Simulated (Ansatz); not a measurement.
**Phonons of MgO (Periclase, Fm-3m) against volume**

Wanted: mode Grüneisen parameters of MgO (Periclase, Fm-3m).

Method: DFT LDA, scalar-relativistic, plane waves, PAW, in Ansatz 0.2.0.

The database entry behind the starting cell differs from later determinations by our own check (about 0.1 % long), so it need not match the best structure at ambient conditions.

### 1. Starting point

The structure is cubic, space group Fm-3m (No. 225). The conventional cell has a = 4.159 Å, b = 4.159 Å, c = 4.159 Å, α = 90.00°, β = 90.00°, γ = 90.00°. Nearest to Mg lie 6 O at 2.08 Å. Nearest to O lie 6 Mg at 2.08 Å. Farther neighbours and most contacts between anions are not listed.

Coordinates:

```cif
data_structure
_symmetry_space_group_name_H-M 'Fm-3m'
_symmetry_Int_Tables_number 225
_cell_length_a 4.1592
_cell_length_b 4.1592
_cell_length_c 4.1592
_cell_angle_alpha 90.000
_cell_angle_beta 90.000
_cell_angle_gamma 90.000
_cell_volume 71.95
loop_
_atom_site_label
_atom_site_type_symbol
_atom_site_symmetry_multiplicity
_atom_site_Wyckoff_symbol
_atom_site_fract_x
_atom_site_fract_y
_atom_site_fract_z
_atom_site_occupancy
Mg1 Mg 4 a 0.00000 0.00000 0.00000 1
O1 O 4 b 0.50000 0.00000 0.00000 1
```

### 2. Phonons on a q mesh

The cell comes from relaxations at this level that are not shown. Stability and thermal properties need the whole zone. Linear response on a 4×4×4 q mesh gives force constants as far as a supercell of that size would, and the tensors from the zone-centre run are typed in so that the long-range dipole term is interpolated apart.

The input, input.yaml:

```yaml
crystal:
  lattice:
    - [0.0, 2.079589901, 2.079589901]
    - [2.079589901, 0.0, 2.079589901]
    - [2.079589901, 2.079589901, 0.0]
  atoms:
    - { symbol: Mg, position: [0.0, 0.0, 0.0] }
    - { symbol: O, position: [0.5, 0.5, 0.5] }
kpoints:
  mp_grid: { grid: [8, 8, 8] }
hamiltonian:
  xc: lda
scf:
  occupations: { method: fixed }
output:
  eigenvalues: true
phonons:
  method: dfpt
  qmesh: [4, 4, 4]
  temperatures: { t_max: 1000, t_step: 50 }
  qpath:
    path:
      - [[0.0, 0.0, 0.0], [0.5, 0.0, 0.5], [0.625, 0.25, 0.625]]
      - [[0.375, 0.375, 0.75], [0.0, 0.0, 0.0], [0.5, 0.5, 0.5], [0.5, 0.25, 0.75], [0.5, 0.0, 0.5]]
    npoints: 10
  non_analytic_term:
    high_frequency_dielectric_tensor: [[3.1831, 0.0, 0.0], [0.0, 3.1831, 0.0], [0.0, 0.0, 3.1831]]
    born_effective_charges:
      - { species: Mg, tensor: [[1.9668, 0.0, 0.0], [0.0, 1.9668, 0.0], [0.0, 0.0, 1.9668]] }
      - { species: O, tensor: [[-1.9668, 0.0, 0.0], [0.0, -1.9668, 0.0], [0.0, 0.0, -1.9668]] }
    source: "zone-centre run at this cell"
```

The run is started by

```bash
ansatz run input.yaml --threads 4 --pin off --max-ram 7168MiB --backend cpu --events-out ev --progress --plain --runs-dir out
```

Numbers of over 12 decimals in the logs are rounded to 6 here.

What it wrote:

```text
Engine: ansatz 0.2.0, aarch64-unknown-linux-gnu
Pseudopotentials: kind: paw
Pseudopotential: Mg, paw, valence charge 10, recommended cutoff 420 eV (normal), Mg.paw.azcp
Pseudopotential: O, paw, valence charge 6, recommended cutoff 420 eV (normal), O.paw.azcp
Functional definition: SPW92
  exchange = slater_x
  correlation = pw_c
Crystal: 2 atoms, lattice volume = 17.987 Å³
Basis set: ecut = 420 eV, 339 PW (Γ), exchange–correlation on 40×40×40 points (8 copies of the dense FFT grid, shifted against one another)
Bands: 12, of which v1, the nominal top of the filled ones, is band 8 counted from 1 (7 counted from 0)
Symmetry: 48 space group operations
k-points: 29 of 512
Non-local potential: Mg, projectors of the file, l = 0: 3, l = 1: 2, l = 2: 1
Non-local potential: O, projectors of the file, l = 0: 2, l = 1: 2, l = 2: 1
PAW form: soft (Blöchl's): semilocal exchange-correlation on the pseudo side does not see the compensation charge
PAW frozen core: Mg, regenerated for the run's functional, and the local potential with it (the file was generated under x = pbe(κ = 0.804, μ = 0.219515), c = pbe(β = 0.066725))
PAW frozen core: O, regenerated for the run's functional, and the local potential with it (the file was generated under x = pbe(κ = 0.804, μ = 0.219515), c = pbe(β = 0.066725))
PAW one-centre angular grid: Mg, 110 points (default); XC on 64 Gauss nodes
PAW one-centre angular grid: O, 110 points (default); XC on 64 Gauss nodes
Initial density: superposition of atomic densities (neutral atoms: chi_scale 0, normalization atom), corrected by the library's trained network
Initial wavefunctions: pseudopotential atomic-orbital guess
Functional: x = slater, c = lda
SCF iter   1: F=—  HF=-2460.083324 eV  |F-HF|=—  |Δ(HF+E_count)|=         —  Δρ=1.80e-2  dr2=4.58e-2  ethr=1.77e-3  ⟨swp⟩=4.7  Hψ=1833  notcnv=0  defer=47
preconditioner: auto → none  [insulator: Δε(μ)=4.882 eV  Ē_g=18.542 eV  n_scr=8 (ndim 8)  ℏωp=24.8 eV  f_vac=0.000  ε∞_Penn≈2.8]
SCF iter   2: F=—  HF=-2460.068406 eV  |F-HF|=—  |Δ(HF+E_count)|=   1.49e-2  Δρ=8.89e-3  dr2=7.32e-3  ethr=2.86e-4  ⟨swp⟩=2.5  Hψ=727  notcnv=0  defer=56
SCF iter   3: F=—  HF=-2460.065718 eV  |F-HF|=—  |Δ(HF+E_count)|=   2.69e-3  Δρ=1.95e-3  dr2=3.80e-4  ethr=4.57e-5  ⟨swp⟩=2.0  Hψ=510  notcnv=0  defer=56
SCF iter   4: F=—  HF=-2460.065501 eV  |F-HF|=—  |Δ(HF+E_count)|=   2.17e-4  Δρ=4.21e-4  dr2=1.39e-5  ethr=2.38e-6  ⟨swp⟩=2.1  Hψ=591  notcnv=0  defer=51
SCF iter   5: F=—  HF=-2460.065492 eV  |F-HF|=—  |Δ(HF+E_count)|=   8.74e-6  Δρ=2.61e-5  dr2=7.89e-8  ethr=8.71e-8  ⟨swp⟩=2.0  Hψ=544  notcnv=0
SCF iter   6: F=—  HF=-2460.065497 eV  |F-HF|=—  |Δ(HF+E_count)|=   4.22e-6  Δρ=2.30e-6  dr2=4.97e-10  ethr=4.93e-10  ⟨swp⟩=2.1  Hψ=574  notcnv=0
SCF iter   7: F=-2460.065497 eV  HF=-2460.065497 eV  |F-HF|=4.55e-13  |Δ(HF+E_count)|=  4.96e-11  Δρ=6.36e-8  dr2=4.14e-13  ethr=1.00e-12  ⟨swp⟩=5.0  Hψ=1790  notcnv=0
SCF 1 converged in 7 iterations: F = -2460.065497 eV  dr2 = 4.14e-13
  greatest PAW one-centre occupation: 1.000 electrons in one spin orbital (limit 2), on the Mg atom at site 0 (counted from 0), in its partial waves of l = 1
NSCF: frozen V_eff on 29 k-points
NSCF: frozen V_eff on 59 k-points
DFPT response loops at q = (0, 0, 0) (fractional): preconditioner auto → none (the input reference at scf.mixing.eps_inf says where Resta's filter doesn't serve); β = 0.50; Broyden in place of MSR1
NSCF: frozen V_eff on 576 k-points
DFPT response loops at q = (0, 0, 0.25) (fractional): mixed as the last ones told, above
NSCF: frozen V_eff on 300 k-points
DFPT response loops at q = (0, 0, -0.5) (fractional): mixed as the last ones told, above
NSCF: frozen V_eff on 328 k-points
DFPT response loops at q = (0, 0.25, 0.25) (fractional): mixed as the last ones told, above
NSCF: frozen V_eff on 1024 k-points
DFPT response loops at q = (0, 0.25, -0.5) (fractional): mixed as the last ones told, above
NSCF: frozen V_eff on 576 k-points
DFPT response loops at q = (0, 0.25, -0.25) (fractional): mixed as the last ones told, above
NSCF: frozen V_eff on 190 k-points
DFPT response loops at q = (0, -0.5, -0.5) (fractional): mixed as the last ones told, above
NSCF: frozen V_eff on 328 k-points
DFPT response loops at q = (0.25, -0.5, -0.25) (fractional): mixed as the last ones told, above
SCF converged after 7 iterations
Free energy (F): -2460.065497 eV
Harris-Foulkes:  -2460.065497 eV  (|F-HF|=4.55e-13)
Internal energy: -2460.065497 eV  (E = F + TS)
E sigma→0 (E₀):  -2460.065497 eV
Fermi energy:    8.240622 eV
--- Per-component energies (eV) ---
  E_band       = -287.655507
  E_kinetic    = 255.767688
  E_local      = -1577.305345  (includes V_loc(G=0)·N_el)
  E_nonlocal   = 145.613230
  E_hartree    = 543.384519
  E_xc         = -104.028747
  E_vxc        = -134.275655  (∫ρ·V_xc dr)
  E_paw        = -417.986449  (= ΣΔE_a)
  E_vpaw       = -64.227115  (= ΣTr[D̂ρ^β])
  E_aug_tail   = 0.002646  (compensation charges beyond the density's cutoff)
  E_ewald      = -1305.760439
  E_core_change = 0.247401  (= ΣΔE_core)
  E_smearing   = -0.000000  (= −TS)
  E_closure    = 0.000000  (closes the sum)
  Σ components = -2460.065497   (vs F -2460.065497, Δ=0.00e0)
--- Band table (eV; the first three rows and the last of 29) ---
  k-point 0: bands = [... 4 lower, -8.9620, 8.2406, 8.2406, 8.2406, 13.2752, 23.9944, 23.9944, 23.9944]
  k-point 1: bands = [... 4 lower, -8.7744, 7.2639, 8.1293, 8.1293, 14.1752, 22.3273, 24.3718, 24.3718]
  k-point 2: bands = [... 4 lower, -8.2850, 5.4804, 7.8720, 7.8720, 15.5727, 20.8424, 24.9255, 24.9255]
  k-point 28: bands = [... 4 lower, -7.1551, 5.1349, 5.1349, 6.3662, 19.9523, 19.9523, 20.5818, 24.0026]
--- Phonons (Γ-DFPT): 2 representative perturbations + reference (Σ response iterations 6) ---
  ASR residual: 5.266e-5 → 0.000e0 eV/Å²; symmetrization residual: 1.919e-6 eV/Å²
  ASR residual per site (eV/Å²): 1.16e-5 5.27e-5
  Γ frequencies (cm⁻¹): 0.00 0.00 0.00 408.44 408.44 408.44
--- Phonons (arbitrary-q DFPT): 8 irreducible q on the 4×4×4 mesh ---
  q = [0.0000, 0.0000, 0.0000] (star 1, of the zone-centre solve; hermiticity 6.48e-7, symmetrization 8.80e-13): 0.00 0.00 0.00 408.44 408.44 408.44
  q = [0.0000, 0.0000, 0.2500] (star 8, 2 solved perturbations on 288 of 512 k-point pairs; hermiticity 2.33e-7, symmetrization 1.17e-7): 187.40 187.40 329.72 398.06 398.06 681.12
  q = [0.0000, 0.0000, -0.5000] (star 4, 2 solved perturbations on 150 of 512 k-point pairs; hermiticity 6.59e-7, symmetrization 3.30e-7): 284.18 284.18 370.26 370.26 551.47 574.97
  q = [0.0000, 0.2500, 0.2500] (star 6, 4 solved perturbations in 528 linear systems a pass and spin channel, the states on 164 of 512 k-point pairs; hermiticity 1.60e-7, symmetrization 1.01e-8): 218.65 218.65 334.86 432.37 432.37 624.92
  q = [0.0000, 0.2500, -0.5000] (star 24, 4 solved perturbations in 1600 linear systems a pass and spin channel, the states on 512 of 512 k-point pairs; hermiticity 1.61e-7, symmetrization 2.42e-8): 284.75 335.37 420.44 446.35 454.55 560.78
  q = [0.0000, 0.2500, -0.2500] (star 12, 4 solved perturbations in 904 linear systems a pass and spin channel, the states on 288 of 512 k-point pairs; hermiticity 1.84e-7, symmetrization 2.69e-8): 274.68 323.58 379.42 419.42 468.69 591.89
  q = [0.0000, -0.5000, -0.5000] (star 3, 4 solved perturbations in 308 linear systems a pass and spin channel, the states on 95 of 512 k-point pairs; hermiticity 1.10e-7, symmetrization 1.17e-8): 292.23 292.23 431.98 457.28 457.28 553.29
  q = [0.2500, -0.5000, -0.2500] (star 6, 4 solved perturbations in 502 linear systems a pass and spin channel, the states on 164 of 512 k-point pairs; hermiticity 7.61e-8, symmetrization 3.81e-8): 352.85 381.48 381.48 448.83 506.37 506.37
  sum rule: each row above includes the acoustic sum rule's correction from the zone centre's row sums; it moved no ω² by more than (0.95 cm⁻¹)²
  mesh force constants: q→R imaginary residual 2.13e-18; ASR residual 5.266e-5 → 0.000e0 eV/Å²; symmetrization residual 7.105e-15 eV/Å²
  interpolated dispersion: 63 rows × 6 modes
  density of states and harmonic sums: on the 28×28×28 q-mesh, interpolated from the force constants of a 4×4×4 supercell (with the dipole–dipole term of supplied tensors)
  largest difference from the sums on the solved wave vectors: F 7.67e-3 eV, S 1.18e-5 and C_V 3.95e-6 eV/K
  zero-point energy: 0.150132 eV/cell   skipped modes (ω ≤ 0): 3   left out of the sums: 2.28e-5 of the cell's modes: C_V's classical limit lies that fraction below 3 k_B per atom; for a crystal, a wire or a layer, F and S can be off by more, and a phonons.interpolated_qmesh denser along its periods is the remedy for the sampling
```

Run time: 48 s. Hardware: 4 threads of Arm Neoverse N1, shared host; peak memory 0.51 GiB.

In the SCF lines HF is the Harris–Foulkes energy and dr2 the Hartree energy of the density residual, in eV; the loop may stop once dr2 is under the threshold and the program's other checks hold. Hψ counts applications of the Hamiltonian.

Numbers from this step:

```
gap on the k-mesh                                       : 5.035 eV
volume per atom                                         : 8.994 Å³
sum-rule residual before enforcement                    : 5.27e-5 eV/Å²
lowest frequency on the path                            : 0 cm⁻¹
point group                                             : m-3m
highest frequency on the path or at a solved wavevector : 715.1 cm⁻¹
mean frequency                                          : 403.6 cm⁻¹
Debye temperature (second moment)                       : 780 K
logarithmic mean frequency                              : 385.3 cm⁻¹
highest optical mode at the zone centre (no LO-TO term) : 408.4 cm⁻¹
lowest optical zone-centre mode                         : 408.4 cm⁻¹
lowest mode on the q mesh (acoustic modes at Γ apart)   : 187.4 cm⁻¹
zero-point energy per atom                              : 75.07 meV
heat capacity at 300 K                                  : 18.29 J/(mol atoms K)
vibrational entropy at 300 K                            : 13.37 J/(mol atoms K)
```

Frequencies (cm⁻¹) solved at each irreducible wavevector; negative means imaginary. Frequencies by wavevector, by row:

```
q in reciprocal lattice units  star  mode 1  mode 2  mode 3  mode 4  mode 5  mode 6
                        0 0 0     1       0       0       0   408.4   408.4   408.4
                     0 0 0.25     8   187.4   187.4   329.7   398.1   398.1   681.1
                     0 0 -0.5     4   284.2   284.2   370.3   370.3   551.5     575
                  0 0.25 0.25     6   218.7   218.7   334.9   432.4   432.4   624.9
                  0 0.25 -0.5    24   284.8   335.4   420.4   446.4   454.6   560.8
                 0 0.25 -0.25    12   274.7   323.6   379.4   419.4   468.7   591.9
                  0 -0.5 -0.5     3   292.2   292.2     432   457.3   457.3   553.3
              0.25 -0.5 -0.25     6   352.9   381.5   381.5   448.8   506.4   506.4
```

Symmetry leaves 8 wavevectors to solve. The lowest mode among them, the acoustic zeros apart, lies at q = (0, 0, 0.25) and is real, 187 cm⁻¹.

### 3. Relaxing at another volume, volume ratio 0.97

The volume is scaled by 0.97 and held; symmetry leaves nothing to relax, so this is a single point. The modes can then be followed against volume.

input.yaml, the sections that differ from step 2:

```yaml
crystal:
  lattice:
    - [0.0, 2.0585825061, 2.0585825061]
    - [2.0585825061, 0.0, 2.0585825061]
    - [2.0585825061, 2.0585825061, 0.0]
  atoms:
    - { symbol: Mg, position: [0.0, 0.0, 0.0] }
    - { symbol: O, position: [0.5, 0.5, 0.5] }
output:
  forces: true
  stress: true
  eigenvalues: true
# kpoints, hamiltonian, scf: as in step 2
# phonons: removed
```

What it wrote:

```text
[...]
Crystal: 2 atoms, lattice volume = 17.448 Å³
Basis set: ecut = 420 eV, 331 PW (Γ)
Bands: 12, of which v1, the nominal top of the filled ones, is band 8 counted from 1 (7 counted from 0)
Symmetry: 48 space group operations
[...]
k-points: 29 of 512
[...]
--- Band table (eV; the first three rows and the last of 29) ---
  k-point 0: bands = [... 4 lower, -8.7300, 8.6411, 8.6411, 8.6411, 13.9921, 24.5606, 24.5606, 24.5606]
  k-point 1: bands = [... 4 lower, -8.5323, 7.6530, 8.5233, 8.5233, 14.8866, 22.8832, 24.9564, 24.9564]
  k-point 2: bands = [... 4 lower, -8.0150, 5.8214, 8.2526, 8.2526, 16.2629, 21.4360, 25.5725, 25.5725]
  k-point 28: bands = [... 4 lower, -6.8200, 5.4353, 5.4353, 6.7072, 20.5570, 20.5570, 21.3607, 24.8176]
[key lines of the parts left out:]
SCF converged after 6 iterations
Free energy (F): -2460.056378 eV
Fermi energy:    8.641082 eV
P = ⅓ Tr σ = 5.5817 GPa (55.817 kbar)
```

Run time: 0.67 s. Hardware: 4 threads; peak memory 0.23 GiB.

This step gave:

- pressure: 5.582 GPa
- gap on the k-mesh: 5.351 eV
- volume per atom: 8.724 Å³
- direct gap on mesh: 5.351 eV

At this level the gap is 5.35 eV on the k-mesh of the self-consistent run, which can miss the band edges.

(Continued in part 2 of 2.)

[Logs are printed without paths, hosts, clocks, repeated set-up lines and the standing remarks that a program may print on its own settings, such as how far it seeks lower states.]

[Hosts, paths, dates, database ids (printed as entryN), source tags and the programs' standing remarks are cut or masked in the printed files.]
